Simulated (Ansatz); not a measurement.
# Quasiparticle gap of Cd5B3ClO9 (Cm), part 3 of 3

Aim: the quasiparticle gap of Cd5B3ClO9 (Cm), starting from PBE.

Ansatz 0.2.0; PBE, then G0W0 on it, plane waves, PAW. Known limits of the many-body steps: finite bands, screening cutoff and k mesh; no spin-orbit coupling in G0W0; d shells not analysed.

So far. Step 3 (Bands along the symmetry lines): Over mesh and path the gap is 1.983 eV, from k = (0.000, 0.000, -0.400) to k = Γ. The least direct gap found is 2.045 eV, at k = Γ. On the 4×4×6 mesh alone the same run gives 1.985 eV, so that mesh misses an edge of PBE: 1.985 − 1.983 = +0.002 eV. The pressure in this cell is 5 GPa; the cell is kept. Step 4 (The quasiparticle correction): Over all 9 irreducible mesh points the G0W0 gap is 3.484 eV, from k = (0.000, 0.000, -0.500) to k = Γ.

In doubt: masses and optical values from hybrid runs of this build are listed as unsure (in some of the runs), which bears on the screening that GW takes from such a start.

## 5. Spin-orbit coupling in PBE

This run has two-component orbitals with spin-orbit coupling.

This step: DFT, PBE with spin-orbit coupling, plane waves, PAW; PAW set soft_1.

File input.yaml:

```yaml
crystal:
  lattice:
    - [4.086, -8.0305, 0.0]
    - [4.086, 8.0305, 0.0]
    - [-0.5610688069, 0.0, 3.4284942182]
  atoms:
    - { symbol: Cd, position: [0.9903899046, 0.7342556792, 0.5662659888] }
    - { symbol: Cd, position: [0.7342556792, 0.9903899046, 0.5662659888] }
    - { symbol: Cd, position: [0.3113911839, 0.6630019832, 0.9124457693] }
    - { symbol: Cd, position: [0.6630019832, 0.3113911839, 0.9124457693] }
    - { symbol: Cd, position: [0.2871762088, 0.2871762088, 0.3102574688] }
    - { symbol: B, position: [0.6210609171, 0.6210609171, 0.9737592675] }
    - { symbol: B, position: [0.972075933, 0.3689018994, 0.3370010488] }
    - { symbol: B, position: [0.3689018994, 0.972075933, 0.3370010488] }
    - { symbol: Cl, position: [0.049188481, 0.049188481, 0.7118210963] }
    - { symbol: O, position: [0.7759792855, 0.623579409, 0.0193502893] }
    - { symbol: O, position: [0.623579409, 0.7759792855, 0.0193502893] }
    - { symbol: O, position: [0.4502306784, 0.4502306784, 0.8744954667] }
    - { symbol: O, position: [0.1618372402, 0.4552599818, 0.3467663233] }
    - { symbol: O, position: [0.4552599818, 0.1618372402, 0.3467663233] }
    - { symbol: O, position: [0.1966350256, 0.8360258997, 0.1252240285] }
    - { symbol: O, position: [0.8360258997, 0.1966350256, 0.1252240285] }
    - { symbol: O, position: [0.9120354728, 0.4534148167, 0.5549599024] }
    - { symbol: O, position: [0.4534148167, 0.9120354728, 0.5549599024] }
kpoints:
  mp_grid: { grid: [4, 4, 6] }
  band_path:
    path:
      - [0.0, 0.0, 0.0]
      - [-0.5, 0.5, 0.0]
      - [-0.5, 0.5, -0.5]
      - [0.0, 0.0, -0.5]
      - [0.0, 0.5, -0.5]
      - [0.0, 0.5, 0.0]
      - [0.0, 0.0, -0.4]
    npoints: 1
hamiltonian:
  xc: pbe
  pseudopotentials: { kind: paw_fr, azcp: { folder: soft_1 } }
scf:
  occupations: { method: fixed }
  n_extra_bands: 20
magnetization:
  noncollinear: true
  spin_orbit: true
output:
  eigenvalues: true
  forces: true
  stress: true
  write_density: true
  write_potential: true
  elf: true
  volumetric_format: npy
```

Run with:

```
$ ansatz run input.yaml --threads 2 --pin off --max-ram 92160MiB --backend cuda --events-out ev --progress --plain --runs-dir out --devices 1 --max-vram 13GiB
```

Numbers of over 12 decimals in the logs are rounded to 6 here.

Output:

```text
[...]
GPUs: using 1 of 1 available (devices: 1).
[...]
non-collinear run that drives no moment, with spin-orbit: no starting moment large enough to seed its density (crystal.atoms[].spin), no starting occupations that ask for one, no magnetisation constraint and no magnetic field, so the semilocal B_xc is pinned to zero
[...]
GPU FFT provider: cuFFT
GPU libraries: cuBLAS 13.8.2, cuFFT 12.4.0, cuSOLVER 12.3.4
Crystal: 18 atoms, lattice volume = 224.996 Å³
Basis set: ecut = 420 eV, 4399 PW (Γ), exchange–correlation on 128×128×48 points (8 copies of the dense FFT grid, shifted against one another)
Bands: 190, of which v1, the nominal top of the filled ones, is band 170 counted from 1 (169 counted from 0)
Symmetry: 2 space group operations + 2 with time reversal
[...]
k-points: 34 of 96 (time reversal used)
Projection manifold: j_resolved (fully-relativistic pseudo-atomic orbitals)
[...]
GPU buffer pool allocated for 98304 grid points (all kernels)
[...]
SCF iter   1: F=—  HF=-47953.897916 eV  |F-HF|=—  |Δ(HF+E_count)|=         —  Δρ=9.46e-2  dr2=1.84e1  dr2_m=0.00e0 (ungated)  ethr=3.10e-3  |M|=0.00e0 ∫|m|=0.00e0 μB  |m|>n=0.0e0 m-floor=0.0e0 τ_xc=0.0e0  β_m=0.30  ⟨swp⟩=4.4  Hψ=27288  notcnv=0  defer=516
[...]
spin=Noncollinear: Resta preconditioning applied to the charge; magnetization (m_x, m_y, m_z) channels mix plain (no charge-response kernel on spin).
[...]
site 17: m = (+0.0000, +0.0000, +0.0000) μB, |m| = 0.0000 μB  (R = 0.57 Å)
Free energy (F): -47947.533067 eV
[...]
Internal energy: -47947.533067 eV  (E = F + TS)
E sigma→0 (E₀):  -47947.533067 eV
Fermi energy:    8.410208 eV
[...]
--- Forces (eV/Å), atoms counted from 1 ---
  atom   1  Cd     0.00384042    -0.00277167    -0.00252942
  atom   2  Cd     0.00384042     0.00277167    -0.00252942
  atom   3  Cd    -0.00087016     0.00134330    -0.00193870
  atom   4  Cd    -0.00087016    -0.00134330    -0.00193870
  atom   5  Cd     0.00056418     0.00000000    -0.00103938
  atom   6  B     -0.00438627     0.00000000    -0.00000164
  atom   7  B     -0.00462833    -0.00063910    -0.00380377
  atom   8  B     -0.00462833     0.00063910    -0.00380377
[...]
atom  15  O     -0.00098894    -0.00036084     0.00255959
  atom  16  O     -0.00098894     0.00036084     0.00255959
  atom  17  O     -0.00230390     0.00673983     0.00343078
  atom  18  O     -0.00230390    -0.00673983     0.00343078
  max |Σ_I F_I| component: 1.83e-5 eV/Å
--- Stress (GPa, compression-positive) ---
        5.266253      -0.000000       0.262235
       -0.000000       4.609254      -0.000000
        0.262220      -0.000000       5.184516
  P = ⅓ Tr σ = 5.0200 GPa (50.200 kbar)
--- Band table (eV; the first three rows and the last of 34) ---
  k-point 0: bands = [... 166 lower, 8.2113, 8.2113, 8.3493, 8.3493, 10.3940, 10.3940, 13.0091, 13.0091, ... 16 higher]
  k-point 1: bands = [... 166 lower, 8.1401, 8.1451, 8.3556, 8.3567, 11.1679, 11.1686, 13.4823, 13.4826, ... 16 higher]
  k-point 2: bands = [... 166 lower, 8.1271, 8.1364, 8.4047, 8.4084, 12.5355, 12.5363, 13.6061, 13.6100, ... 16 higher]
  k-point 33: bands = [... 166 lower, 8.2271, 8.2271, 8.3372, 8.3372, 13.2293, 13.2293, 13.7133, 13.7133, ... 16 higher]
[key lines of the parts left out:]
SCF converged after 12 iterations
Magnetization: |M| = 0.0000 μB,  M = (+0.0000, +0.0000, +0.0000) μB
```

Elapsed: 23 s, on 1 × NVIDIA H100 80GB HBM3 (shared by 6 runs) with 2 threads of AMD EPYC 7R13 (Zen 3), shared host; peak memory 2.1 GiB.

Numbers from this step:

| Quantity | Value |
| --- | --- |
| pressure | 5.020 GPa |
| gap | 1.980 eV |
| valence top at | k = (0.000, 0.000, -0.400) |
| conduction bottom at | Γ |
| least direct gap | 2.045 eV |

Over mesh and listed points the gap is 1.980 eV, from k = (0.000, 0.000, -0.400) to k = Γ. The least direct gap found is 2.045 eV, at k = Γ. On the 4×4×6 mesh alone the same run gives 1.984 eV, so that mesh misses an edge of PBE+SOC: 1.984 − 1.980 = +0.004 eV. The pressure in this cell is 5 GPa; the cell is kept. PBE+SOC against PBE: 1.980 − 1.983 = −0.003 eV, with the same mesh, set of files (read in its fully relativistic form for the spin-orbit run) and cutoff, and both edges at the same k points. The spin-orbit run sees mesh and listed points alone, so its gap is an upper bound: the coupling can move an edge off these points, the more so as this crystal has no centre of inversion, and the change over the zone, its sign included where it is small, is not known.

## 6. The runs together

Each gap is the least one over the points named; times are wall times on shared hosts, not benchmarks. A G0W0 time includes the run's own self-consistent start. Runs with listed points see these and the mesh alone, so an edge that moves elsewhere is missed. Rows marked * are further runs, not shown as steps, whose inputs differ from the G0W0 step on the same start in the columns given; solver thresholds can differ too.

| level | mesh | files, cutoff | bands summed, screening | points | gap (eV) | valence top | conduction bottom | least direct gap (eV) | time |
| --- | --- | --- | --- | --- | --- | --- | --- | --- | --- |
| PBE | 4×4×6 | soft_1 PAW, 420 eV | - | mesh and path | 1.983 | (0.000, 0.000, -0.400) | Γ | 2.045 | 16 s |
| PBE+SOC | 4×4×6 | soft_1 PAW, 420 eV | - | mesh and listed points | 1.980 | (0.000, 0.000, -0.400) | Γ | 2.045 | 23 s |
| G0W0@PBE* | 2×2×4 | soft_1 PAW, 420 eV | 254, 48 eV | all 9 irreducible mesh points | 3.402 | (0.000, 0.000, -0.500) | Γ | 3.457 | 21 s |
| G0W0@PBE* | 2×2×4 | soft_1 PAW, 420 eV | 565, 96 eV | all 9 irreducible mesh points | 3.350 | (0.000, 0.000, -0.500) | Γ | 3.392 | 36 s |
| G0W0@PBE | 2×2×4 | soft_1 PAW, 420 eV | 1118, 160 eV | all 9 irreducible mesh points | 3.484 | (0.000, 0.000, -0.500) | Γ | 3.525 | 83 s |
| G0W0@PBE* | 2×2×4 | soft_1 PAW, 420 eV | 1118, 160 eV, plasmon pole | all 9 irreducible mesh points | 3.483 | (0.000, 0.000, -0.500) | Γ | 3.524 | 2.2 min |

## 7. Summary of results

```yaml
pbe_gap_over_mesh_and_path: 1.983 eV, from k = (0.000, 0.000, -0.400) to k = Γ
g0w0_pbe_gap_over_all_9_irreducible_mesh_points: 3.484 eV, from k = (0.000, 0.000, -0.500) to k = Γ
pbe_soc_gap_over_mesh_and_listed_points: 1.980 eV
gw_settings: 2×2×4 mesh, 1033 empty bands, screening to 160 eV, PAW set soft_1 files
known_limits: finite bands, screening cutoff and k mesh; no spin-orbit coupling in G0W0; d shells not analysed
```

**Reading.** Over all 9 irreducible mesh points the G0W0 gap is 3.484 eV, from k = (0.000, 0.000, -0.500) to k = Γ. The PBE gap of this run on the mesh is 1.985 eV. The two states that bound the G0W0 gap lie that far apart at the start, so the correction of the gap is 3.484 − 1.985 = +1.499 eV. The valence state moves by 7.477 − 8.409 = −0.932 eV and the conduction state by 10.961 − 10.393 = +0.568 eV, on the run's own scale; with 254 bands the edge states move by −0.534 and +0.884 eV, so the split between the edges depends on the bands and cutoff. Over mesh and path, PBE puts the valence top at k = (0.000, 0.000, -0.400), where no G0W0 correction was computed. The G0W0 gap over the whole zone is therefore not known from this run; at its settings it can only be equal to or under the 3.484 eV found, and no correction is carried over from another point. For the start itself the gap is 1.983 eV over mesh and path and 1.985 eV on the mesh of the G0W0 run, in runs that differ in mesh (4×4×6 and 2×2×4). From 254 bands and 48 eV to 1118 bands and 160 eV the gap moves by 3.484 − 3.402 = +0.082 eV (rung by rung 3.402, 3.350, 3.484 eV); bands and screening cutoff rise together, so their parts are not told apart. The gap turns back along the series (3.402, 3.350, 3.484 eV), so no line is drawn and the limit is not known. With the plasmon pole model in place of the contour deformation model and all else as in the G0W0@PBE row with 1118 bands, the gap differs by 3.483 − 3.484 = −0.001 eV. G0W0 on other starts in this series, not shown as steps and not all at these settings: 4.312 eV on HSE06 (2×2×4, soft_1 PAW, 1118 bands, 160 eV) and 4.525 eV on PBE0 (2×2×4, soft_1 PAW, 1118 bands, 160 eV). PBE+SOC against PBE: 1.980 − 1.983 = −0.003 eV, with the same mesh, set of files (read in its fully relativistic form for the spin-orbit run) and cutoff, and both edges at the same k points. The spin-orbit run sees mesh and listed points alone, so its gap is an upper bound: the coupling can move an edge off these points, the more so as this crystal has no centre of inversion, and the change over the zone, its sign included where it is small, is not known. What spin-orbit coupling does to the G0W0 levels was not computed, so no sum with the G0W0 gap is formed. The G0W0 runs are scalar-relativistic. One-shot GW is known to converge slowly in bands for compounds with shallow d shells. The cell holds Cd; the filling of the d shell and its place against the gap were not analysed here. No pair of G0W0 runs that differ in the mesh alone is shown (2×2×4 is a supercell whose nearest images lie 14 Å apart), so the error from the mesh is not known here. G0W0@PBE runs of this series with other atomic data on the same mesh, not shown as steps, give 3.583 eV (hard PAW, 930 eV, 1617 bands, screening to 208 eV); where bands and cutoffs differ too, the part of the files is not isolated.

[Paths, hosts, dates, memory and timing lines, banners, echoed tables and standing remarks are left out of the program output.]

[Logs are printed without paths, hosts, clocks, repeated set-up lines and the standing remarks that a program may print on its own settings, such as how far it seeks lower states.]

[Runs of the session that timed out or met a known fault of the program may be left out.]

[Cells called generated may have been cut or substituted from an entry of the Crystallography Open Database or the Materials Project.]

[Hosts, paths, dates, database ids (printed as entryN), source tags and the programs' standing remarks are cut or masked in the printed files.]

[Where an RPA ε∞ is given, it is that of the G0W0 mesh and is not shown converged in it. Names of k-points follow the symmetry that the program found, which can be lower than the space group named. Band edges on a path are those of the sampled points; other points can move an edge, and change direct to indirect where valleys lie close.]

[Hybrid gaps are those of their k-mesh and are not shown converged in it.]
